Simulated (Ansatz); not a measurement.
# CH on Zr(0001), bridge start, 2x2 cell: work function, bands and core levels, part 3 of 3

Wanted: core-level shifts and unfolded surface bands for CH on Zr(0001), bridge start, 2x2 cell.

Ansatz 0.2.0; DFT, PBE, plane-wave PAW, default files, scalar-relativistic.

So far, work function, upper face (eV): step 2 (the clean face) 4.16; step 3 (relaxation) 3.88; step 4 (layer-resolved bands, DOS and potential) 3.88.

**6. Core holes**

This step: DFT, PBE, plane-wave PAW, default files, scalar-relativistic (Ansatz 0.2.0).

XPS shifts tell sites apart. Each chosen atom gets a core hole in a self-consistent pass of its own.

The input, input.yaml:

```yaml
crystal:
  lattice:
    - [6.46, 0.0, 0.0]
    - [3.23, 5.5945241084, 0.0]
    - [0.0, 0.0, 25.305]
  atoms:
    - { symbol: H, position: [0.1683345904, 0.1637959278, 0.6926145411] }
    - { symbol: C_h, position: [0.1678190269, 0.164538023, 0.6486700347] }
    - { symbol: Zr, position: [0.0007723722, -0.0010089303, 0.6027970774] }
    - { symbol: Zr_h, position: [0.5003463789, -0.0011125876, 0.6027736145] }
    - { symbol: Zr_h, position: [0.0005648542, 0.4988059725, 0.6033273948] }
    - { symbol: Zr, position: [0.4999990489, 0.4999916931, 0.5997707523] }
    - { symbol: Zr, position: [0.8340131907, 0.3333486654, 0.504063586] }
    - { symbol: Zr, position: [0.3326604719, 0.3333488767, 0.5040631694] }
    - { symbol: Zr, position: [0.8336500722, 0.8327768598, 0.5026097549] }
    - { symbol: Zr, position: [0.333138378, 0.8337143633, 0.5037366276] }
    - { symbol: Zr_h, position: [0.0, 0.0, 0.398537838] }
    - { symbol: Zr, position: [0.5, 0.0, 0.398537838] }
    - { symbol: Zr, position: [0.0, 0.5, 0.398537838] }
    - { symbol: Zr, position: [0.5, 0.5, 0.398537838] }
    - { symbol: Zr, position: [0.833333333, 0.333333333, 0.296384114] }
    - { symbol: Zr, position: [0.333333333, 0.333333333, 0.296384114] }
    - { symbol: Zr, position: [0.833333333, 0.833333333, 0.296384114] }
    - { symbol: Zr, position: [0.333333333, 0.833333333, 0.296384114] }
kpoints:
  mp_grid: { grid: [6, 6, 1] }
scf:
  occupations: { method: fermi_dirac, width: 0.05 }
  n_extra_bands: 14
hamiltonian:
  xc: pbe
  pseudopotentials: { kind: paw }
output:
  forces: true
  write_potential: true
  volumetric_format: []
  core_levels:
    shells: { C_h: "1s", Zr_h: "3d" }
    counted_from: fermi_level
    add_spin: false
efield:
  axis: 3
  dipole_correction: true
```

On the command line:

```sh
$ ansatz run input.yaml --threads 8 --pin off --max-ram 20480MiB --backend cpu --events-out ev --progress --plain --runs-dir out
```

Wall time 3.7 min (8 threads of Arm Neoverse V2, shared host); peak memory 4.6 GiB.

Levels are total-energy differences with one electron taken from the core. The electron goes to the Fermi level, so the difference is a binding energy from E_F. The hole's nearest image is 6.5 Å away, and the holes carry no spin, so absolute levels are rough.

| atom | region | shell | level (eV) | shift (eV) | j lines (eV) | doubts |
| --- | --- | --- | --- | --- | --- | --- |
| C2 | adsorbate | 1s | 280.94 | - | - | - |
| Zr4 | layer 1 | 3d | 177.84 | -0.04 | 179.27 / 176.89 | - |
| Zr5 | layer 1 | 3d | 177.85 | -0.03 | 179.28 / 176.90 | - |
| Zr11 | layer 3 | 3d | 177.88 | +0.00 | 179.31 / 176.93 | - |

Levels of p, d and f shells are means over their two j lines, weighted by degeneracy; the splitting comes from the atom's own solve. Shifts count from the last listed atom of each element.

The Zr 3d lines of the listed atoms alone (other atoms of the cell aren't counted), as Gaussians 0.3 eV wide, no depth weighting. Table of intensity by Zr 3d level; read off at these points:

Zr 3d level (eV), intensity (%) and a bar:
```
   176.20          0 
   176.40          0 
   176.60          6 ##
   176.80         72 ######################
   176.91        100 ##############################
   177.00         76 #######################
   177.20          7 ##
   177.40          0 
   177.60          0 
   177.80          0 
   178.00          0 
   178.20          0 
   178.40          0 
   178.60          0 
   178.80          0 
   179.00          6 ##
   179.20         53 ################
   179.29         67 ####################
   179.40         45 ##############
   179.60          3 #
   179.80          0 
   180.00          0
```

**7. Before relaxation**

The unrelaxed cell shows how much of the result comes from relaxation.

The input, input.yaml:

```yaml
crystal:
  lattice:
    - [6.46, 0.0, 0.0]
    - [3.23, 5.5945241084, 0.0]
    - [0.0, 0.0, 25.305]
  atoms:
    - { symbol: H, position: [0.252702778, 0.0, 0.703615886] }
    - { symbol: C, position: [0.250487189, 0.0, 0.660146216] }
    - { symbol: Zr, position: [0.0, 0.0, 0.602845287] }
    - { symbol: Zr, position: [0.5, 0.0, 0.602845287] }
    - { symbol: Zr, position: [0.0, 0.5, 0.602845287] }
    - { symbol: Zr, position: [0.5, 0.5, 0.602845287] }
    - { symbol: Zr, position: [0.833333333, 0.333333333, 0.500691563] }
    - { symbol: Zr, position: [0.333333333, 0.333333333, 0.500691563] }
    - { symbol: Zr, position: [0.833333333, 0.833333333, 0.500691563] }
    - { symbol: Zr, position: [0.333333333, 0.833333333, 0.500691563] }
    - { symbol: Zr, position: [0.0, 0.0, 0.398537838] }
    - { symbol: Zr, position: [0.5, 0.0, 0.398537838] }
    - { symbol: Zr, position: [0.0, 0.5, 0.398537838] }
    - { symbol: Zr, position: [0.5, 0.5, 0.398537838] }
    - { symbol: Zr, position: [0.833333333, 0.333333333, 0.296384114] }
    - { symbol: Zr, position: [0.333333333, 0.333333333, 0.296384114] }
    - { symbol: Zr, position: [0.833333333, 0.833333333, 0.296384114] }
    - { symbol: Zr, position: [0.333333333, 0.833333333, 0.296384114] }
kpoints:
  mp_grid: { grid: [6, 6, 1] }
scf:
  occupations: { method: fermi_dirac, width: 0.05 }
  n_extra_bands: 26
hamiltonian:
  xc: pbe
  pseudopotentials: { kind: paw }
output:
  forces: true
  write_potential: true
  volumetric_format: []
  dos:
    projected:
      site_lists:
        adsorbate: [0, 1]
        layer_1: [2, 3, 4, 5]
        layer_2: [6, 7, 8, 9]
        layer_3: [10, 11, 12, 13]
        other_layers: [14, 15, 16, 17]
    de: 0.05
    e_range: [-30, 12]
    method: { smearing: { sigma: 0.15, scheme: gaussian } }
  eigenstates:
    kpoints:
      - [0.33333333, -0.33333333, 0.0]
      - [0.25, -0.375, 0.0]
      - [0.16666667, -0.41666667, 0.0]
      - [0.08333333, -0.45833333, 0.0]
      - [0.0, 0.5, 0.0]
      - [-0.08333333, 0.45833333, 0.0]
      # [... 29 more points ...]
      - [0.25, 0.5, 0.0]
      - [0.29166667, -0.41666667, 0.0]
    e_range: [-8.0, 4.0]
    unfold:
      supercell_matrix: [[2, 0, 0], [0, 2, 0], [0, 0, 1]]
      layers:
        axis: 3
        edges: [0.138313, 0.424075, 0.424175, 0.575823, 0.575923, 0.861686]
efield:
  axis: 3
  dipole_correction: true
```

The job ended after 2 min (8 threads; peak memory 6.9 GiB).

This step gave:

| Quantity | Value |
| --- | --- |
| free energy | -67200.8334 eV |
| energy at zero smearing | -67200.7311 eV |
| smearing term TS | 0.2047 eV |
| Fermi energy | 3.438 eV |
| DOS at the Fermi level | 25.31 states/eV/cell |
| work function, upper face | 4.131 eV |
| work function, lower face | 4.198 eV |

A(k,E), total over k along the path and E. Zero: Fermi level.

Ten even steps from '0' (0.0 eV⁻¹) to '9' (9.9 eV⁻¹), each cell a mean:
```
012112346544444574211233321100
000122112699999731235543333000
012322332357986433333222333310
765433323654335653332211133357
344321244322222344321000001343
333465543100000124422211223333
554445410000000001232222222345
653211210000000000012222223445
224532121000000002222110123432
000122012200000121112334443100
000001210122112210123344310000
000000111011111001121000000000
000000010110000110100000000000
000000001001111011000000000000
000000001111111110000000000000
000000000111001100000000000000
000000000001110000000000000000
000000000000000000000000000000
000000000000000000000000000000
000000000000000000000000000000
000000000000000000000000000000
000000000000000000000000000000
```
Columns: k along the path (Å⁻¹) from 0 to 3.07; rows upwards: E (eV) from -7.7 to 1.71.

Peaks of A(k,E) at the labelled points: for each region the eleven nearest the zero at most, each over 6 % of that point's highest, less those above the energy where the solved bands run out; weight and spread sum the levels within three half widths or 0.3 eV, so near peaks share levels. Peaks of the spectral function, the first 40 of 123 rows:

| point | weight on | E (eV) | A (1/eV) | weight near the peak | rms spread of levels (eV) |
| --- | --- | --- | --- | --- | --- |
| K | total | -1.42 | 7.262 | 3.638 | 0.113 |
| K | total | -1.32 | 13.62 | 4.403 | 0.136 |
| K | total | -1.14 | 7.286 | 4.508 | 0.143 |
| K | total | -1.04 | 7.527 | 3.835 | 0.145 |
| K | total | -0.74 | 7.519 | 2.601 | 0.198 |
| K | total | -0.5 | 3.977 | 2.158 | 0.204 |
| K | total | -0.22 | 3.515 | 2.681 | 0.215 |
| K | total | 0.06 | 11.23 | 4.815 | 0.13 |
| K | total | 0.14 | 13.94 | 4.453 | 0.095 |
| K | total | 0.28 | 8.591 | 4.677 | 0.117 |
| K | total | 0.78 | 0.9 | 0.169 | 0.136 |
| K | top | -1.42 | 1.541 | 0.603 | 0.153 |
| K | top | -1.3 | 1.596 | 0.639 | 0.148 |
| K | top | -1.14 | 0.99 | 0.667 | 0.161 |
| K | top | -1.04 | 1.059 | 0.493 | 0.167 |
| K | top | -0.74 | 0.356 | 0.32 | 0.242 |
| K | top | -0.5 | 0.98 | 0.585 | 0.145 |
| K | top | -0.22 | 2.444 | 1.072 | 0.173 |
| K | top | 0 | 3.542 | 1.151 | 0.145 |
| K | top | 0.16 | 2.204 | 0.959 | 0.155 |
| K | top | 0.46 | 1.029 | 0.195 | 0.08 |
| K | top | 0.78 | 0.586 | 0.119 | 0.123 |
| K | middle | -1.78 | 3.408 | 0.556 | 0.05 |
| K | middle | -1.42 | 3.187 | 1.558 | 0.102 |
| K | middle | -1.32 | 5.987 | 2.086 | 0.142 |
| K | middle | -1.12 | 3.387 | 1.84 | 0.133 |
| K | middle | -1.04 | 4.266 | 1.898 | 0.152 |
| K | middle | -0.8 | 0.977 | 0.753 | 0.12 |
| K | middle | -0.5 | 2.508 | 0.582 | 0.117 |
| K | middle | 0.06 | 2.681 | 0.895 | 0.109 |
| K | middle | 0.16 | 2.498 | 0.888 | 0.103 |
| K | middle | 0.28 | 1.654 | 0.912 | 0.118 |
| K | bottom | -1.78 | 2.272 | 0.347 | 0.029 |
| K | bottom | -1.32 | 6.11 | 1.675 | 0.12 |
| K | bottom | -1.14 | 2.967 | 1.677 | 0.121 |
| K | bottom | -0.74 | 6.31 | 1.182 | 0.117 |
| K | bottom | 0.14 | 9.377 | 2.757 | 0.086 |
| K | bottom | 0.28 | 6.302 | 2.773 | 0.09 |
| Γ | total | -5.26 | 6.015 | 0.936 | 0 |
| Γ | total | -4.7 | 4.231 | 0.671 | 0 |

The planar mean, electrostatic potential oscillates, so the rows of the table below give means over windows of 1 Å about each position, cut where the curve ends. Its maxima inside the range that stand out by 2 % of the span (Å: eV): 8.9: -0.100, 11.4: -0.234, 13.9: -0.164. Its minima: 7.5: -18.1, 10.1: -17.9, 12.7: -17.9, 15.3: -17.9.

From the Fermi level. The planar mean, electrostatic potential by z; means over each step:

| z (Å) | planar mean, electrostatic potential (eV) |
| --- | --- |
| 0 | 4.17 |
| 1 | 4.19 |
| 2 | 4.20 |
| 3 | 4.19 |
| 4 | 4.16 |
| 5 | 3.87 |
| 6 | 1.56 |
| 7 | -10.9 |
| 8 | -10.5 |
| 9 | -2.32 |
| 10 | -15.1 |
| 11 | -4.17 |
| 12 | -7.73 |
| 13 | -13.0 |
| 14 | -1.61 |
| 15 | -13.9 |
| 16 | -7.01 |
| 17 | 1.35 |
| 18 | 3.59 |
| 19 | 4.09 |
| 20 | 4.13 |
| 21 | 4.13 |
| 22 | 4.13 |
| 23 | 4.13 |
| 24 | 4.13 |
| 25 | 4.15 |

Levels are drawn here with a half width of 0.05 eV, so heights of A(k,E) don't compare between steps with other widths.

Side by side:

| quantity | this run | base run | difference |
| --- | --- | --- | --- |
| work function, upper face (eV) | 4.1306 | 3.8787 | 0.252 |
| work function, lower face (eV) | 4.1984 | 4.1809 | 0.0175 |
| DOS at the Fermi level (states/eV/cell) | 25.307 | 25.052 | 0.255 |

One result that differs is the work function, upper face, 4.13 eV against 3.88 eV.

**8. Spin texture**

This step: DFT, PBE, plane-wave PAW, default files, with spin-orbit coupling (Ansatz 0.2.0).

With spinors each state has a spin direction, which spin-resolved photoemission measures; a small grid round the zone centre shows its winding.

The input, input.yaml:

```yaml
crystal:
  lattice:
    - [6.46, 0.0, 0.0]
    - [3.23, 5.5945241084, 0.0]
    - [0.0, 0.0, 25.305]
  atoms:
    - { symbol: H, position: [0.1683345904, 0.1637959278, 0.6926145411] }
    - { symbol: C, position: [0.1678190269, 0.164538023, 0.6486700347] }
    - { symbol: Zr, position: [0.0007723722, -0.0010089303, 0.6027970774] }
    - { symbol: Zr, position: [0.5003463789, -0.0011125876, 0.6027736145] }
    - { symbol: Zr, position: [0.0005648542, 0.4988059725, 0.6033273948] }
    - { symbol: Zr, position: [0.4999990489, 0.4999916931, 0.5997707523] }
    - { symbol: Zr, position: [0.8340131907, 0.3333486654, 0.504063586] }
    - { symbol: Zr, position: [0.3326604719, 0.3333488767, 0.5040631694] }
    - { symbol: Zr, position: [0.8336500722, 0.8327768598, 0.5026097549] }
    - { symbol: Zr, position: [0.333138378, 0.8337143633, 0.5037366276] }
    - { symbol: Zr, position: [0.0, 0.0, 0.398537838] }
    - { symbol: Zr, position: [0.5, 0.0, 0.398537838] }
    - { symbol: Zr, position: [0.0, 0.5, 0.398537838] }
    - { symbol: Zr, position: [0.5, 0.5, 0.398537838] }
    - { symbol: Zr, position: [0.833333333, 0.333333333, 0.296384114] }
    - { symbol: Zr, position: [0.333333333, 0.333333333, 0.296384114] }
    - { symbol: Zr, position: [0.833333333, 0.833333333, 0.296384114] }
    - { symbol: Zr, position: [0.333333333, 0.833333333, 0.296384114] }
kpoints:
  mp_grid: { grid: [6, 6, 1] }
  band_path:
    path:
      - [-0.2570352, -0.3511167, 0.0]
      - [-0.1927764, -0.3189873, 0.0]
      - [-0.1285176, -0.2868578, 0.0]
      - [-0.0642588, -0.2547284, 0.0]
      - [0.0, -0.222599, 0.0]
      - [0.0642588, -0.1904696, 0.0]
      # [... 73 more points ...]
      - [0.1927764, 0.3189873, 0.0]
      - [0.2570352, 0.3511167, 0.0]
    npoints: 1
scf:
  occupations: { method: fermi_dirac, width: 0.05 }
  n_extra_bands: 50
hamiltonian:
  xc: pbe
  pseudopotentials: { kind: paw_fr }
output:
  forces: true
  write_potential: true
  volumetric_format: []
  fatbands: true
efield:
  axis: 3
  dipole_correction: true
magnetization:
  noncollinear: true
  spin_orbit: true
```

Elapsed: 17 min, on 8 threads; peak memory 15 GiB.

The run was cut off at the time limit after its SCF cycle had converged; no result of it is taken.

**9. Outcome**

```yaml
work_function: 3.88 eV (other face 4.18 eV)
change_from_the_clean_face: -0.28 eV
zr_4d_centre_of_the_filled_part_above_minus_10_ev_from_the_plotted_curve_layer_3: -1.37 eV
zr_4d_centre_of_the_filled_part_above_minus_10_ev_from_the_plotted_curve_layer_1: -1.39 eV
zr_core_shifts_among_the_listed_atoms_from_the_last_listed_one: -0.04 to +0.00 eV
```

What this shows: The Fermi level of CH on Zr(0001), bridge start, 2x2 cell lies 3.88 eV (other face 4.18 eV) below the vacuum, a change of -0.28 eV from the clean face. Only the strongest levels a point were stored, too few to count surface states. The group slid 0.9 Å sideways from its starting site. After relaxation C2 stands 1.18 Å above the top layer, bonded to 3 Zr atoms at 2.19 Å. The bare lower face differs from the lower face of the clean 1×1 slab by 0.00 eV, a measure of the error from mesh and slab. Core shifts: Zr -0.04 to +0.00 eV. At 21.2 eV the valence spectrum has its highest listed peaks within 10.8 eV at 0.8 eV (Zr 4d) and 1.3 eV (Zr 4d). At 1486.7 eV the valence spectrum has its highest listed peaks within 13 eV at 0.8 eV (Zr 4d) and 1.8 eV (Zr 4d), and the deeper Zr 4p line at 26.7 eV is higher still (without the spin–orbit splitting that a measurement shows). The shell named is the one with most of the intensity, cross sections included, not always the one with most states there. With the starting positions, the work function moves from 3.88 to 4.13 eV. The slab's own atoms span 7.8 Å, so bulk bands appear as a few quantum-well levels, and states of the two faces can mix. The program warns of density or levels in the vacuum in some of these runs, so vacuum levels and energy differences can be a little off.

[Logs are printed without paths, hosts, clocks, repeated set-up lines and the standing remarks that a program may print on its own settings, such as how far it seeks lower states.]

[Hosts, paths, dates, database ids (printed as entryN), source tags and the programs' standing remarks are cut or masked in the printed files.]

[Maps of the electrostatic potential energy from Ansatz leave out the sawtooth potential of an applied field or a dipole correction, so their vacuum need not be flat; work functions include it.]
